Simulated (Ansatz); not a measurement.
# CrMoPN, from a guessed structure to a relaxed one

Starting from a made-up structure for CrMoPN, the aim is the relaxed cell, its shortest contacts and, where a second run follows, its electronic structure.

Main program and level: Ansatz 0.2.0; DFT, PBEsol, plane-wave PAW, files of the set soft_1, scalar-relativistic, ferromagnetic start, cell and ions relaxed at zero pressure; PAW set soft_1.

### Step 1. The structure

It takes space group Pmc2_1 (No. 26, orthorhombic). Conventional cell: a = 3.047 Å, b = 5.939 Å, c = 5.279 Å, α = 90.00°, β = 90.00°, γ = 90.00°. Nearest to Mo lie 4 N at 2.25 to 2.42 Å and 2 P at 2.27 to 2.44 Å. Nearest to Cr lie 2 N at 2.29 to 2.44 Å and 4 P at 2.31 to 2.34 Å. Nearest to P lie 2 Mo at 2.27 to 2.44 Å and 4 Cr at 2.31 to 2.34 Å. Nearest to N lie 4 Mo at 2.25 to 2.42 Å and 2 Cr at 2.29 to 2.44 Å. Farther neighbours and most contacts between anions are not listed.

### Step 2. Relaxation of the guess

The guess takes its coordinates from another compound and its volume from a rule, so the cell and any free coordinates are relaxed together.

The input, input.yaml:

```yaml
crystal:
  lattice:
    - [3.047, 0.0, 0.0]
    - [0.0, 5.939, 0.0]
    - [0.0, 0.0, 5.279]
  atoms:
    - { symbol: Mo, position: [0.0, 0.9493, 0.9886], spin: 1.0 }
    - { symbol: Mo, position: [0.0, 0.0507, 0.4886], spin: 1.0 }
    - { symbol: Cr, position: [0.5, 0.5586, 0.9944], spin: 3.0 }
    - { symbol: Cr, position: [0.5, 0.4414, 0.4944], spin: 3.0 }
    - { symbol: P, position: [0.0, 0.3213, 0.1853] }
    - { symbol: P, position: [0.0, 0.6787, 0.6853] }
    - { symbol: "N", position: [0.5, 0.18, 0.8125] }
    - { symbol: "N", position: [0.5, 0.82, 0.3125] }
magnetization:
  spin_polarized: true
kpoints:
  mp_grid: { grid: [9, 5, 5] }
scf:
  occupations: { method: fermi_dirac, width: 0.05 }
hamiltonian:
  xc: pbesol
  pseudopotentials: { kind: paw, azcp: { folder: soft_1 }, xc_functional: pbe }
relax:
  f_tol: 0.015
  max_steps: 70
  cell: {}
output:
  forces: true
  stress: true
```

The run is started by

```bash
$ ansatz run input.yaml --threads 4 --pin off --max-ram 10240MiB --backend cpu --events-out ev --progress --plain --runs-dir out
```

Numbers of over 12 decimals in the logs are rounded to 6 here.

The program printed:

```text
Engine: ansatz 0.2.0, aarch64-unknown-linux-gnu
Pseudopotentials: kind: paw
Pseudopotential: Mo, paw, valence charge 14, recommended cutoff 420 eV (normal), soft_1/Mo.paw.azcp
Pseudopotential: Cr, paw, valence charge 14, recommended cutoff 420 eV (normal), soft_1/Cr.paw.azcp
Pseudopotential: P, paw, valence charge 5, recommended cutoff 420 eV (normal), soft_1/P.paw.azcp
Pseudopotential: N, paw, valence charge 5, recommended cutoff 420 eV (normal), soft_1/N.paw.azcp
Functional definition: PBEsol
  exchange = pbesol_x
  correlation = pbesol_c
Crystal: 8 atoms, lattice volume = 95.529 Å³
Basis set: ecut = 420 eV, 1869 PW (Γ), exchange–correlation on 48×80×72 points (8 copies of the dense FFT grid, shifted against one another)
Bands: 51, of which v1, the nominal top of the filled ones, is band 38 counted from 1 (37 counted from 0)
Symmetry: 4 space group operations
Space group: Pmc21 (ITA 26), of the structure as read, at distance tolerance 4.6e-5 Å
Magnetic group: BNS 26.66 (UNI 164), of the structure as read, at distance tolerance 4.6e-5 Å
k-points: 45 of 225 (time reversal used)
Non-local potential: Mo, projectors of the file, l = 0: 3, l = 1: 2, l = 2: 2, l = 3: 1
Non-local potential: Cr, projectors of the file, l = 0: 3, l = 1: 2, l = 2: 3, l = 3: 1
Non-local potential: P, projectors of the file, l = 0: 2, l = 1: 2, l = 2: 1
Non-local potential: N, projectors of the file, l = 0: 2, l = 1: 2, l = 2: 1
PAW form: soft (Blöchl's): semilocal exchange-correlation on the pseudo side does not see the compensation charge
PAW frozen core: Mo, regenerated for the run's functional, and the local potential with it (the file was generated under x = pbe(κ = 0.804, μ = 0.219515), c = pbe(β = 0.066725))
PAW frozen core: Cr, regenerated for the run's functional, and the local potential with it (the file was generated under x = pbe(κ = 0.804, μ = 0.219515), c = pbe(β = 0.066725))
PAW frozen core: P, regenerated for the run's functional, and the local potential with it (the file was generated under x = pbe(κ = 0.804, μ = 0.219515), c = pbe(β = 0.066725))
PAW frozen core: N, regenerated for the run's functional, and the local potential with it (the file was generated under x = pbe(κ = 0.804, μ = 0.219515), c = pbe(β = 0.066725))
PAW one-centre angular grid: Mo, 590 points (default); XC on 64 Gauss nodes
PAW one-centre angular grid: Cr, 590 points (default); XC on 64 Gauss nodes
PAW one-centre angular grid: P, 110 points (default); XC on 64 Gauss nodes
PAW one-centre angular grid: N, 110 points (default); XC on 64 Gauss nodes
Initial density: superposition of atomic densities (chi_scale 0.1, normalization cell, long waves kept (reshape's long-wave potential 0.51 eV rms))
Starting moments: Σ|m| = 8 μB on 4 of 8 sites
Initial wavefunctions: pseudopotential atomic-orbital guess
Functional: x = pbesol(κ = 0.804, μ = 0.123457), c = pbesol(β = 0.046)
SCF iter   1: F=—  HF=-18736.827343 eV  |F-HF|=—  |Δ(HF+E_count)|=         —  Δρ=7.40e-2 (↑7.40e-2 ↓6.18e-2)  dr2=5.50e1  dr2_m=5.44e-1  M=4.745 μB ∫|m|=5.527 μB  β_m=0.30  ethr=3.10e-3  ⟨swp⟩=7.9  Hψ=19724  notcnv=0  defer=11
Mixer restart at iter 1: flushing history
preconditioner: auto → Kerker (q_TF=auto, 2.626 Å⁻¹)  [metal: Δε(μ)=0.003 eV  Ē_g=8.007 eV  σ=0.050 eV  W_gap=0.02  n_scr=38 (ndim 8)  ℏωp=25.2 eV  f_vac=0.000  D(μ)=3.40/eV (n_scr^D=26)]
spin=Collinear: Kerker preconditioning applied to the charge; magnetization (m = ρ↑ − ρ↓) channel mixes plain (no charge-response kernel on spin).
SCF iter   2: F=—  HF=-18734.758314 eV  |F-HF|=—  |Δ(HF+E_count)|=    2.07e0  Δρ=5.33e-2 (↑5.33e-2 ↓4.55e-2)  dr2=3.14e1  dr2_m=3.74e-1  M=4.512 μB ∫|m|=5.287 μB  β_m=0.65  ethr=3.10e-3  ⟨swp⟩=3.1  Hψ=8737  notcnv=0  defer=356
SCF iter   3: F=—  HF=-18729.628790 eV  |F-HF|=—  |Δ(HF+E_count)|=    5.13e0  Δρ=1.94e-2 (↑1.89e-2 ↓1.94e-2)  dr2=1.10e0  dr2_m=1.15e-1  M=3.383 μB ∫|m|=4.227 μB  β_m=0.82  ethr=3.10e-3  ⟨swp⟩=4.6  Hψ=11830  notcnv=0  defer=364
SCF iter   4: F=—  HF=-18730.820425 eV  |F-HF|=—  |Δ(HF+E_count)|=    1.19e0  Δρ=2.54e-2 (↑2.54e-2 ↓9.08e-3)  dr2=9.86e-1  dr2_m=1.02e-1  M=2.953 μB ∫|m|=3.747 μB  β_m=0.78  ethr=1.45e-3  ⟨swp⟩=3.7  Hψ=9468  notcnv=0  defer=220
SCF iter   5: F=—  HF=-18730.913717 eV  |F-HF|=—  |Δ(HF+E_count)|=   9.33e-2  Δρ=7.94e-3 (↑5.24e-3 ↓7.94e-3)  dr2=4.31e-2  dr2_m=2.26e-2  M=2.746 μB ∫|m|=3.516 μB  β_m=0.89  ethr=1.30e-3  ⟨swp⟩=3.3  Hψ=9332  notcnv=0  defer=220
SCF iter   6: F=—  HF=-18731.085845 eV  |F-HF|=—  |Δ(HF+E_count)|=         —  Δρ=2.18e-2 (↑2.18e-2 ↓1.80e-2)  dr2=3.50e-2  dr2_m=3.40e-1  M=1.846 μB ∫|m|=2.553 μB  β_m=0.89  ethr=5.67e-5  ⟨swp⟩=2.8  Hψ=9536  notcnv=0  defer=200
Mixer restart at iter 6: flushing history
SCF iter   7: F=—  HF=-18731.038376 eV  |F-HF|=—  |Δ(HF+E_count)|=   4.75e-2  Δρ=9.52e-3 (↑5.63e-3 ↓9.52e-3)  dr2=3.44e-2  dr2_m=4.63e-2  M=1.650 μB ∫|m|=2.291 μB  β_m=0.94  ethr=4.61e-5  ⟨swp⟩=2.4  Hψ=9150  notcnv=0  defer=200
SCF iter   8: F=—  HF=-18731.056718 eV  |F-HF|=—  |Δ(HF+E_count)|=   1.83e-2  Δρ=1.15e-2 (↑1.15e-2 ↓4.55e-3)  dr2=5.78e-2  dr2_m=4.93e-2  M=1.353 μB ∫|m|=1.923 μB  β_m=0.92  ethr=4.52e-5  ⟨swp⟩=2.7  Hψ=9209  notcnv=0  defer=200
SCF iter   9: F=—  HF=-18731.041236 eV  |F-HF|=—  |Δ(HF+E_count)|=   1.55e-2  Δρ=2.43e-3 (↑1.69e-3 ↓2.43e-3)  dr2=4.49e-3  dr2_m=3.05e-3  M=1.234 μB ∫|m|=1.752 μB  β_m=0.83  ethr=4.52e-5  ⟨swp⟩=2.2  Hψ=9432  notcnv=0  defer=192
SCF iter  10: F=—  HF=-18731.041058 eV  |F-HF|=—  |Δ(HF+E_count)|=   1.78e-4  Δρ=1.62e-3 (↑1.62e-3 ↓9.12e-4)  dr2=6.76e-4  dr2_m=1.34e-3  M=1.159 μB ∫|m|=1.651 μB  β_m=0.91  ethr=5.90e-6  ⟨swp⟩=2.3  Hψ=7357  notcnv=0  defer=160
SCF iter  11: F=—  HF=-18731.041472 eV  |F-HF|=—  |Δ(HF+E_count)|=   4.14e-4  Δρ=8.75e-4 (↑8.75e-4 ↓2.46e-4)  dr2=8.92e-4  dr2_m=2.53e-4  M=1.097 μB ∫|m|=1.563 μB  β_m=0.96  ethr=8.90e-7  ⟨swp⟩=2.0  Hψ=7112  notcnv=0  defer=160
SCF iter  12: F=—  HF=-18731.041478 eV  |F-HF|=—  |Δ(HF+E_count)|=   6.30e-6  Δρ=4.97e-4 (↑4.42e-4 ↓4.97e-4)  dr2=1.21e-5  dr2_m=1.92e-4  M=1.100 μB ∫|m|=1.564 μB  β_m=0.98  ethr=8.90e-7  ⟨swp⟩=2.0  Hψ=6031  notcnv=0  defer=160
SCF iter  13: F=—  HF=-18731.041501 eV  |F-HF|=—  |Δ(HF+E_count)|=   2.25e-5  Δρ=1.14e-4 (↑5.58e-5 ↓1.14e-4)  dr2=1.82e-5  dr2_m=4.01e-6  M=1.059 μB ∫|m|=1.508 μB  β_m=0.99  ethr=1.59e-8  ⟨swp⟩=3.0  Hψ=9154  notcnv=0  defer=160
SCF iter  14: F=—  HF=-18731.041498 eV  |F-HF|=—  |Δ(HF+E_count)|=   2.78e-6  Δρ=3.33e-5 (↑9.83e-6 ↓3.33e-5)  dr2=1.12e-6  dr2_m=3.09e-7  M=1.040 μB ∫|m|=1.482 μB  β_m=0.99  ethr=1.59e-8  ⟨swp⟩=2.4  Hψ=8066  notcnv=0  defer=160
[...]
relax step   9: F+E_penalty+E_count = -18734.30546382 eV  Δ(F+E_penalty+E_count) = -2.249e-4 eV  max|allowed force component| = 1.493e-2 eV/Å  Δτ_max = 0.0045 Å  P = -0.049 GPa  Ω = 95.068 Å³  energy of the carried Pulay correction = +3.890e-4 eV  (9 SCF iters, dr2 threshold 8.42e-8 eV, accepted)
relax step  10: F+E_penalty+E_count = -18734.30553156 eV  Δ(F+E_penalty+E_count) = -6.774e-5 eV  max|allowed force component| = 2.920e-3 eV/Å  Δτ_max = 0.0012 Å  P = -0.002 GPa  Ω = 95.049 Å³  energy of the carried Pulay correction = +4.046e-4 eV  (8 SCF iters, dr2 threshold 6.24e-8 eV, accepted)
relax step  11: F+E_penalty+E_count = -18734.30993873 eV  Δ(F+E_penalty+E_count) = -4.407e-3 eV  max|allowed force component| = 3.394e-3 eV/Å  Δτ_max = 0.0000 Å  P = +0.086 GPa  Ω = 95.049 Å³  stress off target by 2.46e-1 GPa  SCF on the basis re-selected at this cell (its energy is not comparable with the rows above)  (12 SCF iters)
relax step  12: F+E_penalty+E_count = -18734.31000494 eV  Δ(F+E_penalty+E_count) = -6.621e-5 eV  max|allowed force component| = 3.761e-3 eV/Å  Δτ_max = 0.0013 Å  P = +0.012 GPa  Ω = 95.076 Å³  energy of the carried Pulay correction = -2.511e-5 eV  (7 SCF iters, dr2 threshold 1.51e-7 eV, accepted)
iter 1 solved again at ethr=1.44e-7 eV; its pass at ethr=3.10e-3 eV (dr2=1.10e-4 eV) is discarded
SCF iter   1: F=—  HF=-18734.310013 eV  |F-HF|=—  |Δ(HF+E_count)|=         —  Δρ=2.67e-6 (↑2.64e-6 ↓2.67e-6)  dr2=1.81e-8  dr2_m=1.11e-10  M=-1.562 μB ∫|m|=2.052 μB  β_m=0.65  ethr=1.44e-7  ⟨swp⟩=4.3  Hψ=31759  notcnv=0
eigensolver tolerance schedule: the retry pair's looser diagonalisation over-reported the residual by 6074.81 of it (diagonalisation noise at 0.39 of the residual, at the tolerance the schedule requests for it); recorded, not acted on — ethr = c·dr2/N_el stays at c = 1.0e-1
preconditioner: auto → Kerker (q_TF=auto, 2.212 Å⁻¹)  [metal: Δε(μ)=0.005 eV  Ē_g=7.843 eV  σ=0.050 eV  W_gap=0.03  n_scr=10 (ndim 8)  ℏωp=25.3 eV  f_vac=0.000  D(μ)=4.88/eV (n_scr^D=38)]
spin=Collinear: Kerker preconditioning applied to the charge; magnetization (m = ρ↑ − ρ↓) channel mixes plain (no charge-response kernel on spin).
SCF iter   2: F=—  HF=-18734.310011 eV  |F-HF|=—  |Δ(HF+E_count)|=   2.01e-6  Δρ=1.04e-6 (↑1.04e-6 ↓9.66e-7)  dr2=4.50e-9  dr2_m=7.76e-11  M=-1.562 μB ∫|m|=2.052 μB  β_m=0.42  ethr=2.38e-11  ⟨swp⟩=2.4  Hψ=8573  notcnv=0
SCF iter   3: F=—  HF=-18734.310011 eV  |F-HF|=—  |Δ(HF+E_count)|=  3.78e-10  Δρ=6.24e-7 (↑6.00e-7 ↓6.24e-7)  dr2=9.43e-10  dr2_m=3.75e-11  M=-1.562 μB ∫|m|=2.052 μB  β_m=0.71  ethr=5.92e-12  ⟨swp⟩=2.0  Hψ=5391  notcnv=0
SCF iter   4: F=—  HF=-18734.310011 eV  |F-HF|=—  |Δ(HF+E_count)|=  5.75e-10  Δρ=1.78e-7 (↑1.53e-7 ↓1.78e-7)  dr2=5.19e-11  dr2_m=1.33e-11  M=-1.562 μB ∫|m|=2.052 μB  β_m=0.68  ethr=1.24e-12  ⟨swp⟩=2.0  Hψ=7332  notcnv=0
SCF iter   5: F=—  HF=-18734.310011 eV  |F-HF|=—  |Δ(HF+E_count)|=  8.00e-11  Δρ=1.43e-7 (↑1.43e-7 ↓7.03e-8)  dr2=8.70e-11  dr2_m=2.45e-12  M=-1.562 μB ∫|m|=2.052 μB  β_m=0.68  ethr=1.00e-12  ⟨swp⟩=1.0  Hψ=4590  notcnv=0
SCF iter   6: F=—  HF=-18734.310011 eV  |F-HF|=—  |Δ(HF+E_count)|=  1.31e-10  Δρ=9.55e-8 (↑9.55e-8 ↓7.06e-8)  dr2=5.18e-11  dr2_m=1.30e-12  M=-1.562 μB ∫|m|=2.052 μB  β_m=0.84  ethr=1.00e-12  ⟨swp⟩=1.6  Hψ=4684  notcnv=0
SCF iter   7: F=-18734.310011 eV  HF=-18734.310011 eV  |F-HF|=4.37e-11  |Δ(HF+E_count)|=  2.18e-11  Δρ=9.64e-8 (↑7.80e-8 ↓9.64e-8)  dr2=4.37e-11  dr2_m=1.90e-13  M=-1.562 μB ∫|m|=2.052 μB  ethr=1.00e-12  ⟨swp⟩=3.0  Hψ=13580  notcnv=0
SCF 13 converged in 7 iterations: F = -18734.310011 eV  dr2 = 4.37e-11
relax step  13: F+E_penalty+E_count = -18734.31001100 eV  Δ(F+E_penalty+E_count) = -6.057e-6 eV  max|allowed force component| = 3.747e-3 eV/Å  Δτ_max = 0.0000 Å  P = +0.013 GPa  Ω = 95.076 Å³  stress off target by 2.28e-2 GPa  SCF on the basis re-selected at this cell (its energy is not comparable with the rows above)  (7 SCF iters)
basis re-selected at this cell: Δ(F+E_penalty+E_count) = -6.057e-6 eV, ΔP = +0.001 GPa vs the last step (what re-selecting the basis moved, of the pressure what is left beyond the Pulay correction that the steps carried, after the strain that the cell walked since its last selection, with what the two solves' SCF thresholds leave and, on support functions, any second-order correction that the steps lacked; it is no m [...]
an SCF from ferrimagnetic starting moments (1.00, 1.00, 3.00, -3.00, 0.00, 0.00, 0.00, 0.00 Bohr magnetons, atom by atom) was not made, so that it is not known whether that order lies lower: the deck asks for what bars it, or types moments that do (magnetization.spin_polarized, in the input reference, names some of the keys), or the run goes by scf.lower_state_search: light, the default, which as a rule tries one only behind a close that has lost an order of both signs, or on which an open d or half-filled 4f shell of a PAW file has lost a moment that was set nearer to Hund's than to what is left; [rest of the remark cut]
SCF converged after 7 iterations
Magnetization: -1.5616 μB (37.2192 up, 38.7808 down)
Absolute magnetization: 2.0561 μB (∫|ρ↑−ρ↓|, with the PAW one-centre terms)
Spin contamination: 0.1114 ħ² per cell (⟨S²⟩ above its minimum at these occupations)
Per-site moments (μB) at R_I (Å): [(0.045885, 0.871096), (0.045885, 0.871096), (-0.650877, 0.772775), (-0.650877, 0.772775), (0.019598, 0.956215), (0.019598, 0.956215), (0.00190905, 0.772775), (0.00190905, 0.772775)]
Free energy (F): -18734.310011 eV
Harris-Foulkes:  -18734.310011 eV  (|F-HF|=4.37e-11)
Internal energy: -18734.269651 eV  (E = F + TS)
E sigma→0 (E₀):  -18734.289831 eV
Entropy (-TS):   -0.040360 eV (-5.045 meV/atom)
Fermi energy:    16.435366 eV
--- Per-component energies (eV) ---
  E_band       = -464.384526
  E_kinetic    = 1859.265051
  E_local      = -5537.392063  (includes V_loc(G=0)·N_el)
  E_nonlocal   = 523.101947
  E_hartree    = 2310.286522
  E_xc         = -848.370427
  E_vxc        = -1012.242377  (∫ρ·V_xc dr)
  E_paw        = -10023.819865  (= ΣΔE_a)
  E_vpaw       = -917.693838  (= ΣTr[D̂ρ^β])
  E_aug_tail   = 0.003358  (compensation charges beyond the density's cutoff)
  E_ewald      = -7018.231163
  E_core_change = 0.886989  (= ΣΔE_core)
  E_smearing   = -0.040360  (= −TS)
  E_closure    = -0.000000  (closes the sum)
  Σ components = -18734.310011   (vs F -18734.310011, Δ=0.00e0)
--- Forces (eV/Å), atoms counted from 1 ---
  atom   1  Mo     0.00000000     0.00374663    -0.00157513
  atom   2  Mo     0.00000000    -0.00374663    -0.00157513
  atom   3  Cr     0.00000000    -0.00071366    -0.00012284
  atom   4  Cr     0.00000000     0.00071366    -0.00012284
  atom   5  P      0.00000000     0.00329223     0.00008863
  atom   6  P      0.00000000    -0.00329223     0.00008863
  atom   7  N      0.00000000     0.00276725     0.00160838
  atom   8  N      0.00000000    -0.00276725     0.00160838
  max |Σ_I F_I| component: 1.92e-6 eV/Å
--- Stress (GPa, compression-positive) ---
        0.014238       0.000000       0.000000
        0.000000       0.022788       0.000000
        0.000000       0.000000       0.001880
  P = ⅓ Tr σ = 0.0130 GPa (0.130 kbar)
--- Relaxed structure (11 steps of the walk, 11 accepted, 2 SCFs on fresh bases) ---
  F+E_penalty+E_count = -18734.31001100 eV   max|allowed force component| = 3.747e-3 eV/Å   (the final SCF, on the basis selected at the relaxed cell)
  cell:  # Å, volume = 95.0756 Å³
    - [2.833837, 0.0, 0.0]
    - [0.0, 5.979114, 0.0]
    - [0.0, 0.0, 5.611224]
  atoms:
    - { symbol: Mo, position: [0, 0.982566, 0.974068] }
    - { symbol: Mo, position: [0, 0.017434, 0.474068] }
    - { symbol: Cr, position: [0.5, 0.613006, 1.053026] }
    - { symbol: Cr, position: [0.5, 0.386994, 0.553026] }
    - { symbol: P, position: [0, 0.351187, 0.223525] }
    - { symbol: P, position: [0, 0.648813, 0.723525] }
    - { symbol: N, position: [0.5, 0.121417, 0.730181] }
    - { symbol: N, position: [0.5, 0.878583, 0.230181] }
```

The job ended after 2.8 min (4 threads of Arm Neoverse V2, shared host; peak memory 0.65 GiB).

Relaxation path:

```
step  energy less that of the first step (eV)  largest force component (eV/Å)  pressure (GPa)  volume (Å³)
   1                                   0.0000                          1.9981          -11.58        95.53
   2                                  -1.2579                          1.6251            0.07        90.37
   3                                  -2.1736                          0.8663            8.61        89.35
   4                                  -2.8908                          1.2106            5.97        92.03
   5                                  -3.2001                          0.2265           -3.35        96.79
   6                                  -3.2426                          0.3882            2.23        94.16
   7                                  -3.2622                          0.0454            0.30        94.90
   8                                  -3.2637                          0.0170           -0.05        95.07
   9                                  -3.2640                          0.0149           -0.05        95.07
  10                                  -3.2640                          0.0029            0.00        95.05
 11*                                  -3.2684                          0.0034            0.09        95.05
  12                                  -3.2685                          0.0038            0.01        95.08
 13*                                  -3.2685                          0.0037            0.01        95.08
```

Relaxation steps marked * repeat the geometry before them on a plane-wave basis chosen anew for their cell, so energy and pressure can jump there.

Forces are held to the 4 operations that the run works with; a distortion that breaks them can't arise in this run.

```
conventional cell, symmetrised  before  after  change
                         a (Å)   3.047  2.834  -7.0 %
                         b (Å)   5.939  5.979  +0.7 %
                         c (Å)   5.279  5.611  +6.3 %
              volume (Å³/atom)   11.94  11.88  -0.5 %
```

The atoms that moved most (Å, as changes of fractional coordinates times the final cell):

```
atom     dx      dy      dz  length
  N8  0.000   0.350  -0.462   0.580
  N7  0.000  -0.350  -0.462   0.580
 Cr3  0.000   0.325   0.329   0.463
 Cr4  0.000  -0.325   0.329   0.463
  P6  0.000  -0.179   0.214   0.279
  P5  0.000   0.179   0.214   0.279
 Mo2  0.000  -0.199  -0.082   0.215
 Mo1  0.000   0.199  -0.082   0.215
```

Final coordinates:

```cif
data_structure
_symmetry_space_group_name_H-M 'P 1'
_symmetry_Int_Tables_number 1
_cell_length_a 2.8338
_cell_length_b 5.9791
_cell_length_c 5.6112
_cell_angle_alpha 90.000
_cell_angle_beta 90.000
_cell_angle_gamma 90.000
_cell_volume 95.08
loop_
_atom_site_label
_atom_site_type_symbol
_atom_site_fract_x
_atom_site_fract_y
_atom_site_fract_z
_atom_site_occupancy
Mo1 Mo 0.00000 0.98257 0.97407 1
Mo2 Mo 0.00000 0.01743 0.47407 1
Cr3 Cr 0.50000 0.61301 0.05303 1
Cr4 Cr 0.50000 0.38699 0.55303 1
P5 P 0.00000 0.35119 0.22353 1
P6 P 0.00000 0.64881 0.72353 1
N7 N 0.50000 0.12142 0.73018 1
N8 N 0.50000 0.87858 0.23018 1
```

Numbers from this step:

```
free energy             : -18734.3100 eV
energy at zero smearing : -18734.2898 eV
smearing term TS        : 0.04036 eV
Fermi energy            : 16.44 eV
magnetization           : -1.562 μB
absolute magnetization  : 2.056 μB
site moments            : 0.04588, 0.04588, -0.6509, -0.6509, 0.01960, 0.01960, 0.001909, 0.001909 μB
electrons               : 76
symmetry operations     : 4
pressure                : 0.01297 GPa
```

Site moment by atom:

```
atom  site moment (μB)
 Mo1             0.046
 Mo2             0.046
 Cr3            -0.651
 Cr4            -0.651
  P5             0.020
  P6             0.020
  N7             0.002
  N8             0.002
```

Shortest distances by pair of elements, guess and relaxed (not always the same contact):

```
 pair  guess (Å)  relaxed (Å)
 Cr–N      2.287        1.873
 Mo–N      2.250        2.112
 Cr–P      2.307        2.318
 Mo–P      2.269        2.441
Cr–Mo      2.776        2.662
```

The relaxation ends with a largest force component of 0.0037 eV/Å and a pressure of 0.01 GPa.

### Step 3. Outcome

```yaml
space_group_relaxed: Pmc2_1
conventional_cell: a = 2.834, b = 5.979, c = 5.611 Å; α = 90.0°, β = 90.0°, γ = 90.0°
volume_per_atom: 11.88 Å³ (guess 11.94)
total_moment: 1.56 μB in the cell of 8 atoms
```

CrMoPN relaxes to Pmc2_1 with a = 2.834, b = 5.979 and c = 5.611 Å. The guessed volume was near the relaxed one. The space group Pmc2_1 was held in the relaxation, so the end point is a stationary structure within it and may be a saddle against distortions or other arrangements. The input starts from parallel moments, and no other start was typed. Mesh and cutoff weren't tested. No dispersion term is used, so weakly bound directions may come out too long. Nothing here tests whether the compound is stable against decomposition.

[Logs are printed without paths, hosts, clocks, repeated set-up lines and the standing remarks that a program may print on its own settings, such as how far it seeks lower states.]

[Hosts, paths, dates, database ids (printed as entryN), source tags and the programs' standing remarks are cut or masked in the printed files.]
